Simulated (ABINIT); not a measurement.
# Completion of the band sum in GW: SrTiO3 (Tausonite)

Aim: few bands, with and without a completion of the sum over empty states, for SrTiO3 (Tausonite).

Method: PBE and many-body steps on it, plane waves, in ABINIT 10.8.3.

### Step 1. The system as given

Symmetry: Pm-3m, No. 221, cubic system. The conventional cell has a = 3.905 Å, b = 3.905 Å, c = 3.905 Å, α = 90.00°, β = 90.00°, γ = 90.00°. Nearest to Sr lie 12 O at 2.76 Å. Nearest to Ti lie 6 O at 1.95 Å. O has 2 Ti at 1.95 Å and 4 Sr at 2.76 Å nearest. Farther neighbours, and contacts between anions beyond the nearest, are not listed.

The cell and positions come from the Crystallography Open Database and are kept as given unless a step says otherwise.

### Step 2. Empty states on the mesh, 4×4×4 mesh, 205 bands

This step: ABINIT 10.8.3; DFT, PBE, plane waves, norm-conserving pseudopotentials.

The sums over transitions need many empty states on a uniform mesh; this step solves for them.

The input, run.abi:

```
acell 3*1.0 Angstrom
rprim 
  3.905280000000 0.000000000000 0.000000000000
  0.000000000000 3.905280000000 0.000000000000
  0.000000000000 0.000000000000 3.905280000000
ntypat 3
znucl 38 22 8
natom 5
typat 1 2 3 3 3
xred 
  0.500000000000 0.500000000000 0.500000000000
  0.000000000000 0.000000000000 0.000000000000
  0.500000000000 0.000000000000 0.000000000000
  0.000000000000 0.500000000000 0.000000000000
  0.000000000000 0.000000000000 0.500000000000
pp_dirpath "pseudos"
pseudos "Sr.upf, Ti.upf, O.upf"
ecut 38
ngkpt 4 4 4
nshiftk 1
shiftk 0 0 0
kptopt 1
chksymbreak 0
irdden 1
istwfk *1
nband 205
prtvol 0
optdriver 6
gwr_task "HDIAGO"
paral_kgb 0
occopt 1
indata_prefix "in"
outdata_prefix "out"
tmpdata_prefix "tmp"
```

The run is started by

```bash
$ OMP_NUM_THREADS=1 mpirun -n 8 abinit run.abi > log
```

Log:

```text
.Version 10.8.3 of ABINIT. v10.8.2 released Aug 2026.

 Symmetries : space group Pm -3 m (#221); Bravais cP (primitive cubic)
[... echo of the input left out ...]
== DATASET  1 ==================================================================
-   mpi_nproc: 8, omp_nthreads: 1 (-1 if OMP is not activated)

--- !DatasetInfo
iteration_state: {dtset: 1, }
dimensions: {natom: 5, nkpt: 10, mband: 205, nsppol: 1, nspinor: 1, nspden: 1, mpw: 4632, }
cutoff_energies: {ecut:  38.0, pawecutdg:  -1.0, }
[...]
Indirect band gap semiconductor
 Fundamental gap:     1.908 (eV)
   VBM:     6.925 (eV) at k: [ 5.0000E-01,  5.0000E-01,  5.0000E-01]
   CBM:     8.833 (eV) at k: [ 0.0000E+00,  0.0000E+00,  0.0000E+00]
 Direct gap:         2.263 (eV) at k: [ 0.0000E+00,  0.0000E+00,  0.0000E+00]

== END DATASET(S) ==============================================================
================================================================================

 -outvars: echo values of variables after computation  --------
           etotal      0.0000000000E+00
            nband         205
             nkpt          10
          spgroup         221
 [... the other variables as echoed above ...]

 Calculation completed.
```

Elapsed: 1.8 min, on 8 MPI ranks of Arm Neoverse V2, shared host; peak memory 9.2 GiB.

Numbers from this step:

* gap: 1.908 eV
* k of the valence top: 0.5, 0.5, 0.5
* k of the conduction bottom: 0, 0, 0
* least direct gap: 2.263 eV
* k points computed: 10
* lowest point of the top converged band, above the valence top: 107.3398 eV

On this mesh the gap is 1.908 eV.

The density comes from a self-consistent run that is not shown.

### Step 3. Screening, 4×4×4 mesh, 197 bands, screening to 190.5 eV

The RPA dielectric matrix is built and inverted for each q.

This step: RPA screening on PBE, plane waves, norm-conserving pseudopotentials.

Changes to run.abi since step 2:

```diff
@@ -23,10 +23,11 @@
 chksymbreak 0
-irdden 1
 istwfk *1
-nband 205
-prtvol 0
-optdriver 6
-gwr_task "HDIAGO"
-paral_kgb 0
 occopt 1
+irdwfk 1
+optdriver 3
+nband 197
+ecuteps 7
+inclvkb 2
+awtr 1
+symchi 1
 indata_prefix "in"
```

Log:

```text
.Version 10.8.3 of ABINIT. v10.8.2 released Aug 2026.

 Symmetries : space group Pm -3 m (#221); Bravais cP (primitive cubic)
[... echo of the input left out ...]
== DATASET  1 ==================================================================
-   mpi_nproc: 8, omp_nthreads: 1 (-1 if OMP is not activated)

--- !DatasetInfo
iteration_state: {dtset: 1, }
dimensions: {natom: 5, nkpt: 10, mband: 197, nsppol: 1, nspinor: 1, nspden: 1, mpw: 4632, }
cutoff_energies: {ecut:  38.0, pawecutdg:  -1.0, }
electrons: {nelect:   4.00000000E+01, charge:   0.00000000E+00, occopt:   1.00000000E+00, tsmear:   1.00000000E-02, }

 SCREENING: Calculation of the susceptibility and dielectric matrices

 Based on a program developped by R.W. Godby, V. Olevano, G. Onida, and L. Reining.
 Incorporated in ABINIT by V. Olevano, G.-M. Rignanese, and M. Torrent.
.Using double precision arithmetic ; gwpc =  8

[... cell and pseudopotentials left out ...]
--------------------------------------------------------------------------------

 ==== K-mesh for the wavefunctions ====
 Number of points in the irreducible wedge :    10
[... list of points left out ...]
 Together with 48 symmetry operations and time-reversal symmetry
 yields    64 points in the full Brillouin Zone.

 ==== Q-mesh for the screening function ====
 Number of points in the irreducible wedge :    10
[... list of points left out ...]
 Together with 48 symmetry operations and time-reversal symmetry
 yields    64 points in the full Brillouin Zone.

 setmesh: FFT mesh size selected  =    30x   30x   30
          total number of points  =        27000

 vcoul_init : cutoff-mode = AUXILIARY_FUNCTION
 q-points for optical limit:   1
     1)      0.000010    0.000020    0.000030

- screening: taking advantage of time-reversal symmetry
- Maximum band index for partially occupied states nbvw = 20
- Remaining bands to be divided among processors   nbcw = 177
- Number of bands treated by each node ~22

 Number of electrons calculated from density =   40.0000; Expected =   40.0000
 average of density, n =  0.099519
 r_s =    1.3387
 omega_plasma =   30.4305 [eV]

 calculating chi0 at frequencies [eV] :
  1    0.000000E+00    0.000000E+00
  2    0.000000E+00    3.043050E+01

--------------------------------------------------------------------------------
  q-point number  1        q = ( 0.000000, 0.000000, 0.000000) [r.l.u.]
--------------------------------------------------------------------------------
[... chi0 elements left out ...]
 For q-point:  0.000010 0.000020 0.000030
  dielectric constant =   6.3915
  dielectric constant without local fields =   6.7756

  Average fulfillment of the sum rule on Im[epsilon] for q-point    1 :     75.07  [%]
[... wings left out ...]
  q-point number  2        q = ( 0.250000, 0.000000, 0.000000) [r.l.u.]
--------------------------------------------------------------------------------
[... chi0 elements left out ...]
  Average fulfillment of the sum rule on Im[epsilon] for q-point    2 :     83.03  [%]

 [... 8 further q-points ...]
```

Elapsed: 82 s, on 8 MPI ranks; peak memory 2.4 GiB.

This step gave:

```
ε∞ with local fields, on this mesh    : 6.391
ε∞ without local fields, on this mesh : 6.776
plasma frequency                      : 30.43 eV
plane waves in the screening matrix   : 365
```

Local fields lower ε∞ by 6 %. On a Γ-centred mesh this coarse the value itself is usually too large, while a short band sum pulls it down.

### Step 4. 197 bands

The self-energy is evaluated for the states that the input lists, and the quasiparticle equation is solved.

This step: G0W0 on PBE, plane waves, norm-conserving pseudopotentials.

Changes to run.abi since step 3:

```diff
@@ -26,8 +26,17 @@
 irdwfk 1
-optdriver 3
+optdriver 4
 nband 197
+gwcalctyp 0
+ecutsigx 38
+symsigma 1
+nkptgw 2
+kptgw 
+  0.5000000000 0.5000000000 0.5000000000
+  0.0000000000 0.0000000000 0.0000000000
+bdgw 
+  18 23
+  18 23
 ecuteps 7
-inclvkb 2
-awtr 1
-symchi 1
+irdscr 1
+ppmodel 1
 indata_prefix "in"
```

Log:

```text
.Version 10.8.3 of ABINIT. v10.8.2 released Aug 2026.

 Symmetries : space group Pm -3 m (#221); Bravais cP (primitive cubic)
[... echo of the input left out ...]
== DATASET  1 ==================================================================
-   mpi_nproc: 8, omp_nthreads: 1 (-1 if OMP is not activated)

--- !DatasetInfo
iteration_state: {dtset: 1, }
dimensions: {natom: 5, nkpt: 10, mband: 197, nsppol: 1, nspinor: 1, nspden: 1, mpw: 4632, }
cutoff_energies: {ecut:  38.0, pawecutdg:  -1.0, }
electrons: {nelect:   4.00000000E+01, charge:   0.00000000E+00, occopt:   1.00000000E+00, tsmear:   1.00000000E-02, }

 SIGMA: Calculation of the GW corrections

 Based on a program developped by R.W. Godby, V. Olevano, G. Onida, and L. Reining.
 Incorporated in ABINIT by V. Olevano, G.-M. Rignanese, and M. Torrent.
.Using double precision arithmetic ; gwpc =  8

[... cell and pseudopotentials left out ...]
--------------------------------------------------------------------------------

 ==== K-mesh for the wavefunctions ====
 Number of points in the irreducible wedge :    10
[... list of points left out ...]
 Together with 48 symmetry operations and time-reversal symmetry
 yields    64 points in the full Brillouin Zone.

 ==== Q-mesh for screening function ====
 Number of points in the irreducible wedge :    10
[... list of points left out ...]
 Together with 48 symmetry operations and time-reversal symmetry
 yields    64 points in the full Brillouin Zone.

 vcoul_init : cutoff-mode = AUXILIARY_FUNCTION
 q-points for optical limit:   1
     1)      0.000010    0.000020    0.000030
 setmesh: FFT mesh size selected  =    45x   45x   45
          total number of points  =        91125

 Number of electrons calculated from density =   40.0000; Expected =   40.0000
 average of density, n =  0.099519
 r_s =    1.3387
 omega_plasma =   30.4305 [eV]

 === KS Band Gaps ===
  >>>> For spin  1
   Minimum direct gap =   2.2628 [eV], located at k-point      :   0.0000  0.0000  0.0000
   Fundamental gap    =   1.9077 [eV], Top of valence bands at :   0.5000  0.5000  0.5000
                                       Bottom of conduction at :   0.0000  0.0000  0.0000
 SIGMA fundamental parameters:
 PLASMON POLE MODEL  1
 number of plane-waves for SigmaX                 4457
 number of plane-waves for SigmaC and W            365
 number of plane-waves for wavefunctions          4457
 number of bands                                   197
 number of independent spin polarizations            1
 number of spinorial components                      1
 number of k-points in IBZ                          10
 number of q-points in IBZ                          10
 number of symmetry operations                      48
 number of k-points in BZ                           64
 number of q-points in BZ                           64
 number of frequencies for dSigma/dE                 9
 frequency step for dSigma/dE [eV]                0.25
 number of omega for Sigma on real axis              0
 max omega for Sigma on real axis  [eV]           0.00
 zcut for avoiding poles [eV]                     0.10

 EPSILON^-1 parameters (SCR file):
 dimension of the eps^-1 matrix on file            365
 dimension of the eps^-1 matrix used               365
 number of plane-waves for wavefunctions          4457
 number of bands                                   197
 number of q-points in IBZ                          10
 number of frequencies                               2
 number of real frequencies                          1
 number of imag frequencies                          1

 matrix elements of self-energy operator (all in [eV])

 Perturbative Calculation

--- !SelfEnergy_ee
iteration_state: {dtset: 1, }
kpoint     : [   0.500,    0.500,    0.500, ]
spin       : 1
KS_gap     :    4.517
QP_gap     :    6.363
Delta_QP_KS:    1.846
data: !SigmaeeData |
     Band     E0 <VxcDFT>   SigX SigC(E0)      Z dSigC/dE  Sig(E)    E-E0       E
       18   6.925 -20.195 -25.189   4.746   0.767  -0.305 -20.384  -0.190   6.736
       19   6.925 -20.195 -25.189   4.746   0.767  -0.305 -20.384  -0.190   6.736
       20   6.925 -20.195 -25.189   4.746   0.767  -0.305 -20.384  -0.190   6.736
       21  11.442 -21.983 -12.959  -6.731   0.722  -0.385 -20.327   1.656  13.098
       22  11.442 -21.983 -12.959  -6.731   0.722  -0.385 -20.327   1.656  13.098
       23  11.442 -21.983 -12.959  -6.731   0.722  -0.385 -20.327   1.656  13.098

--- !SelfEnergy_ee
iteration_state: {dtset: 1, }
kpoint     : [   0.000,    0.000,    0.000, ]
spin       : 1
KS_gap     :    2.263
QP_gap     :    3.853
Delta_QP_KS:    1.590
data: !SigmaeeData |
     Band     E0 <VxcDFT>   SigX SigC(E0)      Z dSigC/dE  Sig(E)    E-E0       E
[...]
21   8.833 -18.883 -11.450  -5.663   0.781  -0.281 -17.500   1.382  10.215
       22   8.833 -18.883 -11.450  -5.663   0.781  -0.281 -17.500   1.382  10.215
       23   8.833 -18.883 -11.450  -5.663   0.781  -0.281 -17.500   1.382  10.215

== END DATASET(S) ==============================================================
================================================================================

 -outvars: echo values of variables after computation  --------
           etotal      0.0000000000E+00
            nband         197
             nkpt          10
          spgroup         221
 [... the other variables as echoed above ...]

 Calculation completed.
```

The job ended after 19 s (8 MPI ranks; peak memory 2.4 GiB; 2.5 min of CPU time).

Numbers from this step:

```
G0W0 gap on the mesh                         : 3.479 eV
starting gap on the mesh                     : 1.908 eV
k of the valence top                         : 0.5, 0.5, 0.5
k of the conduction bottom                   : 0, 0, 0
Z at the valence top                         : 0.767
Z at the conduction bottom                   : 0.781
least direct G0W0 gap on the computed points : 3.852 eV
```

The gap on the mesh goes from 1.91 eV to 3.48 eV, a correction of +1.57 eV.

### Step 5. Screening, 4×4×4 mesh, 35 bands, screening to 190.5 eV

This step: RPA screening on PBE, plane waves, norm-conserving pseudopotentials.

Changes to run.abi since step 4:

```diff
@@ -26,17 +26,8 @@
 irdwfk 1
-optdriver 4
-nband 197
-gwcalctyp 0
-ecutsigx 38
-symsigma 1
-nkptgw 2
-kptgw 
-  0.5000000000 0.5000000000 0.5000000000
-  0.0000000000 0.0000000000 0.0000000000
-bdgw 
-  18 23
-  18 23
+optdriver 3
+nband 35
 ecuteps 7
-irdscr 1
-ppmodel 1
+inclvkb 2
+awtr 1
+symchi 1
 indata_prefix "in"
```

Log:

```text
.Version 10.8.3 of ABINIT. v10.8.2 released Aug 2026.

 Symmetries : space group Pm -3 m (#221); Bravais cP (primitive cubic)
[... echo of the input left out ...]
== DATASET  1 ==================================================================
-   mpi_nproc: 8, omp_nthreads: 1 (-1 if OMP is not activated)

--- !DatasetInfo
iteration_state: {dtset: 1, }
dimensions: {natom: 5, nkpt: 10, mband: 35, nsppol: 1, nspinor: 1, nspden: 1, mpw: 4632, }
cutoff_energies: {ecut:  38.0, pawecutdg:  -1.0, }
electrons: {nelect:   4.00000000E+01, charge:   0.00000000E+00, occopt:   1.00000000E+00, tsmear:   1.00000000E-02, }

 SCREENING: Calculation of the susceptibility and dielectric matrices

 Based on a program developped by R.W. Godby, V. Olevano, G. Onida, and L. Reining.
 Incorporated in ABINIT by V. Olevano, G.-M. Rignanese, and M. Torrent.
.Using double precision arithmetic ; gwpc =  8

[... cell and pseudopotentials left out ...]
--------------------------------------------------------------------------------

 ==== K-mesh for the wavefunctions ====
 Number of points in the irreducible wedge :    10
[... list of points left out ...]
 Together with 48 symmetry operations and time-reversal symmetry
 yields    64 points in the full Brillouin Zone.

 ==== Q-mesh for the screening function ====
 Number of points in the irreducible wedge :    10
[... list of points left out ...]
 Together with 48 symmetry operations and time-reversal symmetry
 yields    64 points in the full Brillouin Zone.

 setmesh: FFT mesh size selected  =    30x   30x   30
          total number of points  =        27000

 vcoul_init : cutoff-mode = AUXILIARY_FUNCTION
 q-points for optical limit:   1
     1)      0.000010    0.000020    0.000030

- screening: taking advantage of time-reversal symmetry
- Maximum band index for partially occupied states nbvw = 20
- Remaining bands to be divided among processors   nbcw = 15
- Number of bands treated by each node ~1

 Number of electrons calculated from density =   40.0000; Expected =   40.0000
 average of density, n =  0.099519
 r_s =    1.3387
 omega_plasma =   30.4305 [eV]

 calculating chi0 at frequencies [eV] :
  1    0.000000E+00    0.000000E+00
  2    0.000000E+00    3.043050E+01

--------------------------------------------------------------------------------
  q-point number  1        q = ( 0.000000, 0.000000, 0.000000) [r.l.u.]
--------------------------------------------------------------------------------
[... chi0 elements left out ...]
 For q-point:  0.000010 0.000020 0.000030
  dielectric constant =   6.1445
  dielectric constant without local fields =   6.4301

  Average fulfillment of the sum rule on Im[epsilon] for q-point    1 :     18.73  [%]
[... wings left out ...]
  q-point number  2        q = ( 0.250000, 0.000000, 0.000000) [r.l.u.]
--------------------------------------------------------------------------------
[... chi0 elements left out ...]
  Average fulfillment of the sum rule on Im[epsilon] for q-point    2 :     38.57  [%]

 [... 8 further q-points ...]
```

It took 10 s on 8 MPI ranks; peak memory 1.6 GiB.

This step gave:

- ε∞ with local fields, on this mesh: 6.144
- ε∞ without local fields, on this mesh: 6.430
- plasma frequency: 30.43 eV
- plane waves in the screening matrix: 365

[end of part 1 of 2]

[Long decimals in the printed logs are rounded to 6 places.]

[Logs are printed without paths, hosts, clocks, repeated set-up lines and the standing remarks that a program may print on its own settings, such as how far it seeks lower states.]

[Paths, hosts, dates, memory and timing lines, banners, echoed tables and standing remarks are left out of the program output; an Ansatz launch command may be rebuilt from the run's recorded settings. Measured values are a selection of at most five: reports struck by readers or far from the other reports are left out. None is set beside runs whose start may be inverted or whose files or cutoffs have a known fault.]

[Runs of the session that timed out or met a known fault of the program may be left out.]

[Hosts, paths, dates, database ids (printed as entryN), source tags and the programs' standing remarks are cut or masked in the printed files.]

[G0W0 gaps are taken among the corrected bands and points alone; a level outside them can change the order at an edge.]

[Where Ansatz stands beside ABINIT at settings called matched, ABINIT's density can come from a denser mesh and the files from another edition; pairs whose starting gaps differed by over 0.03 eV were left out, so agreement reads better than it is.]
